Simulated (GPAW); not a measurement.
**Collinear magnetic orders of Co2 Ru7 Co2 0001 with GPAW**

Aim: find out whether Co2 Ru7 Co2 0001 carries moments, and which collinear order costs least.

Calculated with GPAW 26.7.0; PBE; plane waves with GPAW's PAW setups, scalar-relativistic.

Report form: inputs, costs, results and the conclusion, without the logs.

### Step 1. Starting point

The cell holds 11 atoms: 4 Co and 7 Ru. Its edges and angles: a = 2.706 Å, b = 2.706 Å, c = 32.264 Å, α = 90.0°, β = 90.0°, γ = 120.0°. ideal sites on the substrate's mesh, layer spacings from atomic volumes, unrelaxed, 12 A of vacuum. Vacuum lies along c.

### Step 2. Start 1: ferro ++++

The parallel start comes first: it fits the smallest cell, keeps the most symmetry and shows whether parallel moments form.

Input file order1.py:

```python
import json
import numpy as np
from ase import Atoms
from ase.parallel import paropen, parprint
from gpaw import GPAW

atoms = Atoms(['Co', 'Co', 'Ru', 'Ru', 'Ru', 'Ru', 'Ru', 'Ru', 'Ru', 'Co', 'Co'],
    cell=[[2.706, 0.0, 0.0],
         [-1.353, 2.343465, 0.0],
         [0.0, 0.0, 32.2636]],
    scaled_positions=[[0.0, 0.0, 0.185968],
         [0.333333, 0.666667, 0.240221],
         [0.0, 0.0, 0.300584],
         [0.333333, 0.666667, 0.367056],
         [0.0, 0.0, 0.433528],
         [0.333333, 0.666667, 0.5],
         [0.0, 0.0, 0.566472],
         [0.333333, 0.666667, 0.632944],
         [0.0, 0.0, 0.699416],
         [0.333333, 0.666667, 0.759779],
         [0.0, 0.0, 0.814032]],
    pbc=True,
    magmoms=[1.8, 1.8, 0.0, 0.0, 0.0, 0.0, 0.0, 0.0, 0.0, 1.8, 1.8])
atoms.calc = GPAW(mode={'name': 'pw', 'ecut': 450},
    xc='PBE',
    kpts={'size': (20, 20, 1), 'gamma': True},
    occupations={'name': 'fermi-dirac', 'width': 0.05},
    convergence={'density': 1e-05, 'energy': 1e-05},
    maxiter=250,
    mixer={'name': 'pulay', 'beta': 0.03, 'nmaxold': 8, 'weight': 100},
    symmetry={'tolerance': 1e-4},
    txt='order1.txt')
e = atoms.get_potential_energy(force_consistent=True)
res = {'free_energy': e, 'energy_sigma0': atoms.get_potential_energy(), 'fermi_energy': atoms.calc.get_fermi_level()}
res['moments'] = atoms.get_magnetic_moments().tolist()
res['total'] = atoms.get_magnetic_moment()
parprint('site moments (muB):', np.round(res['moments'], 3))
parprint(f"total moment: {res['total']:.3f} muB")
parprint(f'free energy: {e:.6f} eV')
atoms.calc.write('order1.gpw')
with paropen('results.json', 'w') as f:
    json.dump(res, f)
```

Started as:

```
$ OMP_NUM_THREADS=1 mpirun -n 4 gpaw python order1.py > order1.log
```

Run time: 14 min. Hardware: 4 MPI ranks of Arm Neoverse V1, shared host; peak memory 1.6 GiB.

Spin moment in the augmentation sphere by atom:

| atom | spin moment in the augmentation sphere (μB) |
| --- | --- |
| Co1 | 1.84 |
| Co2 | 1.47 |
| Ru3 | -0.03 |
| Ru4 | -0.05 |
| Ru5 | 0.02 |
| Ru6 | -0.01 |
| Ru7 | 0.02 |
| Ru8 | -0.05 |
| Ru9 | -0.03 |
| Co10 | 1.47 |
| Co11 | 1.84 |

This step gave:

- magnetization: 6.330 μB
- final state: ferromagnetic

After 50 cycles the largest moment stands at 1.84 μB.

### Step 3. Run 2 (antiferro ++--)

An opposed order shows whether the pairs that it reverses prefer unlike signs.

order2.py is the script of step 2 with these lines changed:

```diff
@@ -22,3 +22,3 @@
     pbc=True,
-    magmoms=[1.8, 1.8, 0.0, 0.0, 0.0, 0.0, 0.0, 0.0, 0.0, 1.8, 1.8])
+    magmoms=[1.8, 1.8, 0.0, 0.0, 0.0, 0.0, 0.0, 0.0, 0.0, -1.8, -1.8])
 atoms.calc = GPAW(mode={'name': 'pw', 'ecut': 450},
@@ -31,3 +31,3 @@
     symmetry={'tolerance': 1e-4},
-    txt='order1.txt')
+    txt='order2.txt')
 e = atoms.get_potential_energy(force_consistent=True)
@@ -39,3 +39,3 @@
 parprint(f'free energy: {e:.6f} eV')
-atoms.calc.write('order1.gpw')
+atoms.calc.write('order2.gpw')
 with paropen('results.json', 'w') as f:
```

Started as:

```
$ OMP_NUM_THREADS=1 mpirun -n 4 gpaw python order2.py > order2.log
```

Wall time 17 min (4 MPI ranks); peak memory 1.6 GiB; 68 min of CPU time.

Spin moment in the augmentation sphere by atom:

| atom | spin moment in the augmentation sphere (μB) |
| --- | --- |
| Co1 | 1.84 |
| Co2 | 1.48 |
| Ru3 | -0.04 |
| Ru4 | -0.05 |
| Ru5 | 0.04 |
| Ru6 | 0.00 |
| Ru7 | -0.04 |
| Ru8 | 0.05 |
| Ru9 | 0.04 |
| Co10 | -1.48 |
| Co11 | -1.84 |

This step gave:

```yaml
magnetization: 0 μB
final_state: antiferromagnetic
```

It lies 0.979 meV a seeded atom under the first start, and its largest moment is 1.84 μB against 1.84 μB.

### Step 4. Order 3, typed as no spin polarisation

A run without seeds gives the zero against which the gain from the moments is read.

nospin.py is the script of step 3 with these lines changed:

```diff
@@ -21,4 +21,3 @@
          [0.0, 0.0, 0.814032]],
-    pbc=True,
-    magmoms=[1.8, 1.8, 0.0, 0.0, 0.0, 0.0, 0.0, 0.0, 0.0, -1.8, -1.8])
+    pbc=True)
 atoms.calc = GPAW(mode={'name': 'pw', 'ecut': 450},
@@ -31,11 +30,7 @@
     symmetry={'tolerance': 1e-4},
-    txt='order2.txt')
+    txt='nospin.txt')
 e = atoms.get_potential_energy(force_consistent=True)
 res = {'free_energy': e, 'energy_sigma0': atoms.get_potential_energy(), 'fermi_energy': atoms.calc.get_fermi_level()}
-res['moments'] = atoms.get_magnetic_moments().tolist()
-res['total'] = atoms.get_magnetic_moment()
-parprint('site moments (muB):', np.round(res['moments'], 3))
-parprint(f"total moment: {res['total']:.3f} muB")
 parprint(f'free energy: {e:.6f} eV')
-atoms.calc.write('order2.gpw')
+atoms.calc.write('nospin.gpw')
 with paropen('results.json', 'w') as f:
```

Started as:

```
$ OMP_NUM_THREADS=1 mpirun -n 4 gpaw python nospin.py > nospin.log
```

The job ended after 6.3 min (4 MPI ranks; peak memory 1.3 GiB).

Numbers from this step:

```yaml
final_state: non-magnetic (no spin polarisation)
```

It lies 282 meV a seeded atom over the first start.

### Step 5. Ranking

Energies are divided by the number of seeded atoms, so that cells of unlike size compare.

Orders:

| start | final state | typed order kept | energy over the lowest (meV a seeded atom) | largest site moment (μB) | net moment (μB a primitive cell) | mesh matched | CPU time (s) |
| --- | --- | --- | --- | --- | --- | --- | --- |
| ferro ++++ | ferromagnetic | yes | 0.9786 | 1.841 | 6.33 | yes | 3394 |
| antiferro ++-- | antiferromagnetic | yes | 0 | 1.839 | 0 | yes | 4094 |
| no spin polarisation | non-magnetic | - | 282.9 | 0 | 0 | yes | 1511 |

### Step 6. Results

```
lowest state found                 : antiferromagnetic (typed antiferro ++--)
largest site moment                : 1.84 μB
next state                         : ferromagnetic, 0.979 meV a seeded atom higher
energy gained by spin polarisation : 283 meV a seeded atom
```

**Reading.** The lowest state found is antiferromagnetic, reached from the start antiferro ++--, with moments up to 1.84 μB. The two lowest states lie so close that the mesh, the functional or spin–orbit coupling could swap them. Only 3 starts were tried; other collinear patterns, canted and longer-period orders were not.

[Long decimals in the printed logs are rounded to 6 places.]

[Logs and program files are shortened in this print: banners, set-up blocks, solver, clock and traceback lines can be left out without a mark of their own.]

[Logs are printed without paths, hosts, clocks, repeated set-up lines and the standing remarks that a program may print on its own settings, such as how far it seeks lower states.]

[Hosts, paths, dates, database ids (printed as entryN), source tags and the programs' standing remarks are cut or masked in the printed files.]

[Where the starting crystal was built by hand or by swapping elements, it need not be the compound's stable phase.]

[Where a cell is said to come from a database of computed structures, the database is the Materials Project.]

[Runs that the program refused, that were killed for memory or that had too few empty states are not shown or counted.]

[Lattice constants of own cells that a recipe calls measured were typed without a cited source.]
